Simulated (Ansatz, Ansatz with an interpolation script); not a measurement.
# Settings in Wannier-interpolated G0W0: Cs2LiYCl6 (Fm-3m)

How do the Wannier model and the GW settings move the interpolated bands of Cs2LiYCl6 (Fm-3m)?

Calculated with Ansatz 0.2.0; maximally localised Wannier functions, LDA, plane waves, PAW; PAW set soft_1.

## (1) The starting structure

It takes space group Fm-3m (No. 225, cubic). Conventional cell: a = 10.486 Å, b = 10.486 Å, c = 10.486 Å, α = 90.00°, β = 90.00°, γ = 90.00°. Nearest to Cs lie 12 Cl at 3.71 Å. Nearest to Li lie 6 Cl at 2.62 Å. Nearest to Y lie 6 Cl at 2.63 Å. Nearest to Cl lie 1 Li at 2.62 Å and 1 Y at 2.63 Å and 4 Cs at 3.71 Å. Farther neighbours and most contacts between anions are not listed.

Structure file:

```
Cs Li Y Cl
1.0
     0.00000    5.24285    5.24285
     5.24285    0.00000    5.24285
     5.24285    5.24285    0.00000
Cs Li Y Cl
2 1 1 6
Direct
  0.25000 0.25000 0.25000
  0.75000 0.75000 0.75000
  0.50000 0.50000 0.50000
  0.00000 0.00000 0.00000
  0.74954 0.25046 0.25046
  0.25046 0.74954 0.25046
  0.25046 0.74954 0.74954
  0.74954 0.25046 0.74954
  0.25046 0.25046 0.74954
  0.74954 0.74954 0.25046
```

The cell and positions come from the Crystallography Open Database and are kept as given unless a step says otherwise. Spin-orbit coupling is left out unless a step names it.

## (2) Wannier model on 4×4×4

Localised functions give a small Hamiltonian that interpolates between mesh points at no cost.

input.yaml reads:

```yaml
crystal:
  lattice:
    - [0.0, 5.24285, 5.24285]
    - [5.24285, 0.0, 5.24285]
    - [5.24285, 5.24285, 0.0]
  atoms:
    - { symbol: Cs, position: [0.25, 0.25, 0.25] }
    - { symbol: Cs, position: [0.75, 0.75, 0.75] }
    - { symbol: Li, position: [0.5, 0.5, 0.5] }
    - { symbol: "Y", position: [0.0, 0.0, 0.0] }
    - { symbol: Cl, position: [0.74954, 0.25046, 0.25046] }
    - { symbol: Cl, position: [0.25046, 0.74954, 0.25046] }
    - { symbol: Cl, position: [0.25046, 0.74954, 0.74954] }
    - { symbol: Cl, position: [0.74954, 0.25046, 0.74954] }
    - { symbol: Cl, position: [0.25046, 0.25046, 0.74954] }
    - { symbol: Cl, position: [0.74954, 0.74954, 0.25046] }
kpoints:
  mp_grid: { grid: [2, 2, 2] }
hamiltonian:
  xc: lda
  pseudopotentials: { kind: paw, azcp: { folder: soft_1 }, xc_functional: pbe }
scf:
  occupations: { method: fixed }
  n_extra_bands: 153
output:
  wannier:
    kmesh: [4, 4, 4]
    projections:
      - { species: Cl, l: p, shell: 3 }
      - { species: Cs, l: s, shell: 6 }
      - { species: "Y", l: d, shell: 4 }
    minimise: true
    write_hr: true
    seedname: w
    conv_tol: 1.0e-06
    max_iter: 20000
    stability_check: false
    disentanglement:
      window: [-0.92, 14.09]
      frozen_window: [-0.92, 8.28]
      conv_tol: 1.0e-08
```

On the command line:

```
ansatz run input.yaml --threads 2 --pin off --max-ram 92160MiB --backend cuda --events-out ev --progress --plain --runs-dir out --devices 1 --max-vram 13GiB
```

Numbers of over 12 decimals in the logs are rounded to 6 here.

Output:

```text
scf.n_extra_bands = 153 over 37 filled bands (N_el = 74.0): the run solves 190 bands
GPUs: using 1 of 1 available (devices: 1).
Engine: ansatz 0.2.0, x86_64-unknown-linux-gnu
Pseudopotentials: kind: paw
Pseudopotential: Cs, paw, valence charge 9, recommended cutoff 420 eV (normal), soft_1/Cs.paw.azcp
Pseudopotential: Li, paw, valence charge 3, recommended cutoff 420 eV (normal), soft_1/Li.paw.azcp
Pseudopotential: Y, paw, valence charge 11, recommended cutoff 420 eV (normal), soft_1/Y.paw.azcp
Pseudopotential: Cl, paw, valence charge 7, recommended cutoff 420 eV (normal), soft_1/Cl.paw.azcp
Functional definition: SPW92
  exchange = slater_x
  correlation = pw_c
device memory: the entry about to start is reckoned to put 3.9 GiB on a device that reports 38.5 GiB free (of which the cap on the GPU budget leaves the run 13.0 GiB)
GPU FFT provider: cuFFT
GPU libraries: cuBLAS 13.8.2, cuFFT 12.4.0, cuSOLVER 12.3.4
Crystal: 10 atoms, lattice volume = 288.225 Å³
Basis set: ecut = 420 eV, 5673 PW (Γ)
Bands: 190, of which v1, the nominal top of the filled ones, is band 37 counted from 1 (36 counted from 0)
Symmetry: 48 space group operations
Space group: Fm-3m (ITA 225), of the structure as read, at distance tolerance 6.6e-5 Å
k-points: 3 of 8
Non-local potential: Cs, projectors of the file, l = 0: 3, l = 1: 2, l = 2: 2, l = 3: 2
Non-local potential: Li, projectors of the file, l = 0: 3, l = 1: 2, l = 2: 1
Non-local potential: Y, projectors of the file, l = 0: 3, l = 1: 2, l = 2: 2, l = 3: 1
Non-local potential: Cl, projectors of the file, l = 0: 2, l = 1: 2, l = 2: 1
PAW form: soft (Blöchl's): semilocal exchange-correlation on the pseudo side does not see the compensation charge
PAW frozen core: Cs, regenerated for the run's functional, and the local potential with it (the file was generated under x = pbe(κ = 0.804, μ = 0.219515), c = pbe(β = 0.066725))
PAW frozen core: Y, regenerated for the run's functional, and the local potential with it (the file was generated under x = pbe(κ = 0.804, μ = 0.219515), c = pbe(β = 0.066725))
PAW frozen core: Cl, regenerated for the run's functional, and the local potential with it (the file was generated under x = pbe(κ = 0.804, μ = 0.219515), c = pbe(β = 0.066725))
PAW one-centre angular grid: Cs, 194 points (default); XC on 64 Gauss nodes
PAW one-centre angular grid: Li, 110 points (default); XC on 64 Gauss nodes
PAW one-centre angular grid: Y, 590 points (default); XC on 64 Gauss nodes
PAW one-centre angular grid: Cl, 110 points (default); XC on 64 Gauss nodes
Initial density: superposition of atomic densities (chi_scale 0.1, normalization cell, long waves kept (reshape's long-wave potential 0.01 eV rms))
Initial wavefunctions: pseudopotential atomic-orbital guess
[...]
SCF iter   3: F=—  HF=-21243.245929 eV  |F-HF|=—  |Δ(HF+E_count)|=   4.95e-1  Δρ=5.57e-3  dr2=1.63e-1  ethr=2.39e-3  ⟨swp⟩=2.0  Hψ=197  notcnv=0  defer=447
SCF iter   4: F=—  HF=-21243.185093 eV  |F-HF|=—  |Δ(HF+E_count)|=   6.08e-2  Δρ=1.96e-3  dr2=1.19e-2  ethr=2.20e-4  ⟨swp⟩=2.0  Hψ=666  notcnv=0  defer=448
SCF iter   5: F=—  HF=-21243.182168 eV  |F-HF|=—  |Δ(HF+E_count)|=   2.93e-3  Δρ=5.66e-4  dr2=8.91e-4  ethr=1.61e-5  ⟨swp⟩=2.7  Hψ=240  notcnv=0  defer=450
SCF iter   6: F=—  HF=-21243.182183 eV  |F-HF|=—  |Δ(HF+E_count)|=   1.54e-5  Δρ=1.22e-4  dr2=1.24e-4  ethr=1.20e-6  ⟨swp⟩=2.0  Hψ=236  notcnv=0  defer=445
SCF iter   7: F=—  HF=-21243.182426 eV  |F-HF|=—  |Δ(HF+E_count)|=   2.42e-4  Δρ=2.94e-5  dr2=2.79e-6  ethr=1.68e-7  ⟨swp⟩=2.3  Hψ=236  notcnv=0  defer=439
SCF iter   8: F=—  HF=-21243.182121 eV  |F-HF|=—  |Δ(HF+E_count)|=   3.05e-4  Δρ=6.08e-6  dr2=2.64e-7  ethr=3.77e-9  ⟨swp⟩=3.7  Hψ=272  notcnv=0  defer=439
SCF iter   9: F=-21243.182121 eV  HF=-21243.182121 eV  |F-HF|=2.88e-9  |Δ(HF+E_count)|=   4.90e-8  Δρ=8.75e-7  dr2=4.94e-9  ethr=1.35e-10  ⟨swp⟩=16.3  Hψ=5769  notcnv=0
SCF 1 converged in 9 iterations: F = -21243.182121 eV  dr2 = 4.94e-9
[...]
device memory: the entry about to start is reckoned to put 4.6 GiB (of the 4.7 GiB reckoned in all, the device holds 0.1 GiB already) on a device that reports 48.0 GiB free (of which the cap on the GPU budget leaves the run 12.9 GiB)
NSCF: frozen V_eff on 3 k-points
[...]
device memory: the entry about to start is reckoned to put 3.2 GiB on a device that reports 48.0 GiB free (of which the cap on the GPU budget leaves the run 13.0 GiB)
NSCF: frozen V_eff on 11 k-points
the Wannier pass solved 11 of the 64 points of its mesh, and has the states at the others by symmetry: states obtained by the crystal's operations at points that were solved too leave a residual of 4.20e-13 eV (read by the count's bands and the next), within 6.67e-6 eV
SCF converged after 9 iterations
Free energy (F): -21243.182121 eV
Harris-Foulkes:  -21243.182121 eV  (|F-HF|=2.88e-9)
Internal energy: -21243.182121 eV  (E = F + TS)
E sigma→0 (E₀):  -21243.182121 eV
Fermi energy:    2.237520 eV
--- Per-component energies (eV) ---
  E_band       = -460.071359
  E_kinetic    = 1536.443279
  E_local      = -2857.307054  (includes V_loc(G=0)·N_el)
  E_nonlocal   = 257.124151
  E_hartree    = 948.104690
  E_xc         = -1181.759856
  E_vxc        = -1191.257408  (∫ρ·V_xc dr)
  E_paw        = -16279.692010  (= ΣΔE_a)
  E_vpaw       = -101.283834  (= ΣTr[D̂ρ^β])
  E_aug_tail   = 0.000923  (compensation charges beyond the density's cutoff)
  E_ewald      = -3668.109900
  E_core_change = 2.013656  (= ΣΔE_core)
  E_smearing   = -0.000000  (= −TS)
  E_closure    = 0.000000  (closes the sum)
  Σ components = -21243.182121   (vs F -21243.182121, Δ=0.00e0)
--- Band table (eV) ---
  k-point 0: bands = [... 33 lower, 2.0200, 2.2375, 2.2375, 2.2375, 6.9829, 6.9829, 6.9829, 7.5640, ... 149 higher]
  k-point 1: bands = [... 33 lower, 1.8777, 1.9392, 1.9584, 1.9584, 7.1830, 7.2748, 7.2748, 9.0405, ... 149 higher]
  k-point 2: bands = [... 33 lower, 1.4972, 1.7876, 1.7876, 2.2194, 7.1118, 7.5838, 7.5838, 8.4146, ... 149 higher]
Wannier search: line search 1 of at most 20000: gauge-dependent spread (as the search counts it) 1.8178137 Å², largest recent change 8.2e-1 Å² against conv_tol 1.0e-6 Å², 0 stops escaped
```

Elapsed: 18 s, on 1 × NVIDIA H100 80GB HBM3 (shared by 6 runs) with 2 threads of AMD EPYC 7R13 (Zen 3), shared host; peak memory 1.3 GiB; 21 s of CPU time.

The column dr2 measures how far the density is from self-consistency, as an energy; F and HF (Harris–Foulkes) agree once it is small.

This step gave:

```
gauge-invariant spread     : 53.10 Å²
diagonal spread            : 0.003630 Å²
off-diagonal spread        : 1.490 Å²
total spread               : 54.59 Å²
least projectability       : 0.5445
localisation steps         : 23
disentanglement steps      : 93
r.m.s. interpolation error : 0.004123 eV
r.m.s. error near the gap  : 0.004334 eV
```

Near the gap the model misses directly solved bands by 4.3 meV r.m.s. and by 69 meV at most in the window tested. This tests the starting bands, not the corrections carried with them.

## (3) Wannier model on 2×2×2

input.yaml, as its differences from that of step 2:

```diff
@@ -26,3 +26,3 @@
   wannier:
-    kmesh: [4, 4, 4]
+    kmesh: [2, 2, 2]
     projections:
```

Output:

```text
[...]
GPUs: using 1 of 1 available (devices: 1).
[...]
GPU FFT provider: cuFFT
GPU libraries: cuBLAS 13.8.2, cuFFT 12.4.0, cuSOLVER 12.3.4
Crystal: 10 atoms, lattice volume = 288.225 Å³
Basis set: ecut = 420 eV, 5673 PW (Γ)
Bands: 190, of which v1, the nominal top of the filled ones, is band 37 counted from 1 (36 counted from 0)
Symmetry: 48 space group operations
[...]
k-points: 3 of 8
[...]
GPU buffer pool allocated for 125000 grid points (all kernels)
[...]
SCF iter   1: F=—  HF=-21246.522563 eV  |F-HF|=—  |Δ(HF+E_count)|=         —  Δρ=3.96e-2  dr2=1.08e1  ethr=3.10e-3  ⟨swp⟩=4.0  Hψ=2066  notcnv=0  defer=441
[...]
SCF iter   9: F=-21243.182121 eV  HF=-21243.182121 eV  |F-HF|=2.88e-9  |Δ(HF+E_count)|=   4.90e-8  Δρ=8.75e-7  dr2=4.94e-9  ethr=1.35e-10  ⟨swp⟩=16.3  Hψ=5769  notcnv=0
SCF 1 converged in 9 iterations: F = -21243.182121 eV  dr2 = 4.94e-9
[...]
NSCF: frozen V_eff on 3 k-points
[...]
SCF converged after 9 iterations
Free energy (F): -21243.182121 eV
[...]
Internal energy: -21243.182121 eV  (E = F + TS)
E sigma→0 (E₀):  -21243.182121 eV
Fermi energy:    2.237520 eV
[...]
--- Band table (eV) ---
  k-point 0: bands = [... 33 lower, 2.0200, 2.2375, 2.2375, 2.2375, 6.9829, 6.9829, 6.9829, 7.5640, ... 149 higher]
  k-point 1: bands = [... 33 lower, 1.8777, 1.9392, 1.9584, 1.9584, 7.1830, 7.2748, 7.2748, 9.0405, ... 149 higher]
  k-point 2: bands = [... 33 lower, 1.4972, 1.7876, 1.7876, 2.2194, 7.1118, 7.5838, 7.5838, 8.4146, ... 149 higher]
[...]
```

The job ended after 10 s (1 × NVIDIA H100 80GB HBM3 (shared by 6 runs) with 2 threads; peak memory 1 GiB; 6.4 s of CPU time).

This step gave:

* gauge-invariant spread: 44.49 Å²
* diagonal spread: 0.002930 Å²
* off-diagonal spread: 1.719 Å²
* total spread: 46.21 Å²
* least projectability: 0.5441
* localisation steps: 13
* disentanglement steps: 29
* r.m.s. interpolation error: 0.01705 eV
* r.m.s. error near the gap: 0.01768 eV

Near the gap the model misses directly solved bands by 17.7 meV r.m.s. and by 313 meV at most in the window tested. This tests the starting bands, not the corrections carried with them.

Frozen up to 6.05 eV; above it the model need not follow the bands. The electronic bands at the labelled points (eV, zero at the valence-band top; v1 is the highest filled band, c1 the lowest empty one):

| point | v4 | v3 | v2 | v1 | c1 | c2 | c3 | c4 |
| --- | --- | --- | --- | --- | --- | --- | --- | --- |
| Γ | -0.22 | 0.00 | 0.00 | 0.00 | 4.75 | 4.75 | 4.75 | 5.33 |
| halfway | -0.38 | -0.25 | -0.25 | -0.01 | 4.80 | 5.04 | 5.04 | 6.67 |
| X | -0.74 | -0.45 | -0.45 | -0.02 | 4.87 | 5.35 | 5.35 | 7.39 |
| halfway | -0.65 | -0.51 | -0.44 | -0.05 | 4.90 | 5.32 | 5.33 | 7.40 |
| U | -0.56 | -0.50 | -0.41 | -0.13 | 4.97 | 5.25 | 5.27 | 7.43 |
| jump to K | -0.56 | -0.50 | -0.41 | -0.13 | 4.97 | 5.25 | 5.27 | 7.43 |
| halfway | -0.27 | -0.25 | -0.18 | -0.13 | 4.91 | 4.96 | 4.97 | 6.78 |
| Γ | -0.22 | 0.00 | 0.00 | 0.00 | 4.75 | 4.75 | 4.75 | 5.33 |
| halfway | -0.25 | -0.15 | -0.15 | -0.10 | 4.85 | 4.90 | 4.90 | 6.37 |
| L | -0.36 | -0.30 | -0.28 | -0.28 | 4.95 | 5.04 | 5.04 | 7.48 |
| halfway | -0.49 | -0.39 | -0.28 | -0.27 | 5.03 | 5.07 | 5.18 | 7.46 |
| W | -0.69 | -0.53 | -0.25 | -0.25 | 5.10 | 5.10 | 5.34 | 7.44 |
| halfway | -0.52 | -0.52 | -0.48 | -0.08 | 4.94 | 5.27 | 5.34 | 7.41 |
| X | -0.74 | -0.45 | -0.45 | -0.02 | 4.87 | 5.35 | 5.35 | 7.39 |

The same for Kohn-Sham, solved directly:

| point | v4 | v3 | v2 | v1 | c1 | c2 | c3 | c4 |
| --- | --- | --- | --- | --- | --- | --- | --- | --- |
| Γ | -0.22 | 0.00 | 0.00 | 0.00 | 4.75 | 4.75 | 4.75 | 5.33 |
| X | -0.74 | -0.45 | -0.45 | -0.02 | 4.87 | 5.35 | 5.35 | 6.18 |
| U | -0.57 | -0.50 | -0.42 | -0.13 | 4.96 | 5.25 | 5.28 | 6.39 |
| K | -0.57 | -0.50 | -0.42 | -0.13 | 4.96 | 5.25 | 5.28 | 6.39 |
| Γ | -0.22 | 0.00 | 0.00 | 0.00 | 4.75 | 4.75 | 4.75 | 5.33 |
| L | -0.36 | -0.30 | -0.28 | -0.28 | 4.95 | 5.04 | 5.04 | 6.80 |
| W | -0.68 | -0.55 | -0.26 | -0.26 | 5.09 | 5.09 | 5.35 | 6.47 |
| X | -0.74 | -0.45 | -0.45 | -0.02 | 4.87 | 5.35 | 5.35 | 6.18 |

## (4) A faulty Wannier input

This step: maximally localised Wannier functions, LDA, plane waves, PAW.

input.yaml, as its differences from that of step 3:

```diff
@@ -35,3 +35,3 @@
     conv_tol: 1.0e-06
-    max_iter: 20000
+    max_iter: 3
     stability_check: false
```

On the command line:

```
ansatz run input.yaml --threads 2 --pin off --max-ram 92160MiB --backend cpu --events-out ev --progress --plain --runs-dir out
```

Output:

```text
Error: invalid value for `output.wannier.max_iter`: must be ≥ 5; got 3
```

Run time: 0.19 s. Hardware: 2 threads; peak memory 0.088 GiB.

The program refused the input before any cycle.

The program's message: “Error: invalid value for `output.wannier.max_iter`: must be ≥ 5; got 3”

The fault put into this input: too few iterations.

## (5) G0W0: 2×2×2 mesh, 755 empty bands, screening to 110 eV, PAW set soft_1 files

G0W0 replaces the xc potential by the self-energy, built once from these orbitals. Only a window of levels is corrected, while the sums run over the empty bands that the input names.

This step: G0W0 on LDA, plane waves, PAW; PAW set soft_1.

input.yaml, the sections that differ from step 4:

```yaml
scf:
  occupations: { method: fixed }
gw:
  n_empty_bands: 755
  ecut_chi: 110.0
  qp_bands: [v18, c4]
  screening: { model: contour_deformation }
# crystal, kpoints, hamiltonian: as in step 4
# output: removed
```

On the command line:

```
ansatz run input.yaml --threads 2 --pin off --max-ram 92160MiB --backend cuda --events-out ev --progress --plain --runs-dir out --devices 1 --max-vram 13GiB
```

Output:

```text
GPUs: using 1 of 1 available (devices: 1).
[...]
GPU FFT provider: cuFFT
GPU libraries: cuBLAS 13.8.2, cuFFT 12.4.0, cuSOLVER 12.3.4
Crystal: 10 atoms, lattice volume = 288.225 Å³
Basis set: ecut = 420 eV, 5673 PW (Γ)
Bands: 47, of which v1, the nominal top of the filled ones, is band 37 counted from 1 (36 counted from 0)
Symmetry: 48 space group operations
[...]
k-points: 3 of 8
[...]
0    27      0.7411   -19.8803     2.9103   -15.5182  0.7727    -0.7483    -0.7107  root
[...]
2    38      7.1118    -7.7475    -4.5284   -13.7880  0.8097     8.6528     8.6239  root
     2    39      7.5839    -9.0263    -4.6650   -15.2551  0.7991     9.1817     9.1477  root
     2    40      7.5839    -9.0263    -4.6650   -15.2551  0.7991     9.1817     9.1477  root
     2    41      8.4147    -8.4753    -4.2792   -14.2738  0.8177     9.9603     9.9339  root
[key lines of the parts left out:]
SCF converged after 8 iterations
Free energy (F): -21243.182121 eV
Fermi energy:    2.237524 eV
```

Run time: 23 s. Hardware: 1 × NVIDIA H100 80GB HBM3 (shared by 6 runs) with 2 threads; peak memory 1.7 GiB; 30 s of CPU time.

The G0W0 gap on the mesh is 7.586 eV.

## (6) G0W0: 4×4×4 mesh, 266 empty bands, screening to 55 eV, PAW set soft_1 files

input.yaml, as its differences from that of step 5:

```diff
@@ -17,3 +17,3 @@
 kpoints:
-  mp_grid: { grid: [2, 2, 2] }
+  mp_grid: { grid: [4, 4, 4] }
 hamiltonian:
@@ -24,4 +24,4 @@
 gw:
-  n_empty_bands: 755
-  ecut_chi: 110.0
+  n_empty_bands: 266
+  ecut_chi: 55
   qp_bands: [v18, c4]
```

Output:

```text
GPUs: using 1 of 1 available (devices: 1).
[...]
GPU FFT provider: cuFFT
GPU libraries: cuBLAS 13.8.2, cuFFT 12.4.0, cuSOLVER 12.3.4
Crystal: 10 atoms, lattice volume = 288.225 Å³
Basis set: ecut = 420 eV, 5673 PW (Γ)
Bands: 47, of which v1, the nominal top of the filled ones, is band 37 counted from 1 (36 counted from 0)
Symmetry: 48 space group operations
[...]
k-points: 8 of 64
[...]
0    27      0.7353   -19.8517     3.1425   -15.5225  0.7801    -0.4750    -0.4514  root
[...]
7    38      7.3295    -8.3385    -4.2486   -14.4130  0.8102     9.1996     9.1554  root
     7    39      7.3295    -8.3385    -4.2486   -14.4130  0.8102     9.1996     9.1554  root
     7    40      7.5829    -9.0353    -4.3328   -15.2500  0.8040     9.5153     9.4647  root
     7    41      8.7032    -8.9034    -3.9687   -14.7427  0.8210    10.6152    10.5738  root
[key lines of the parts left out:]
SCF converged after 8 iterations
Free energy (F): -21243.228497 eV
Fermi energy:    2.229424 eV
```

Elapsed: 36 s, on 1 × NVIDIA H100 80GB HBM3 (shared by 6 runs) with 2 threads; peak memory 1.5 GiB.

The G0W0 gap on the mesh is 7.541 eV.

(Part 1 of 2 ends here.)

[Paths, hosts, dates, memory and timing lines, banners, echoed tables and standing remarks are left out of the program output.]

[Logs are printed without paths, hosts, clocks, repeated set-up lines and the standing remarks that a program may print on its own settings, such as how far it seeks lower states.]

[Runs of the session that timed out or met a known fault of the program may be left out.]

[Hosts, paths, dates, database ids (printed as entryN), source tags and the programs' standing remarks are cut or masked in the printed files.]
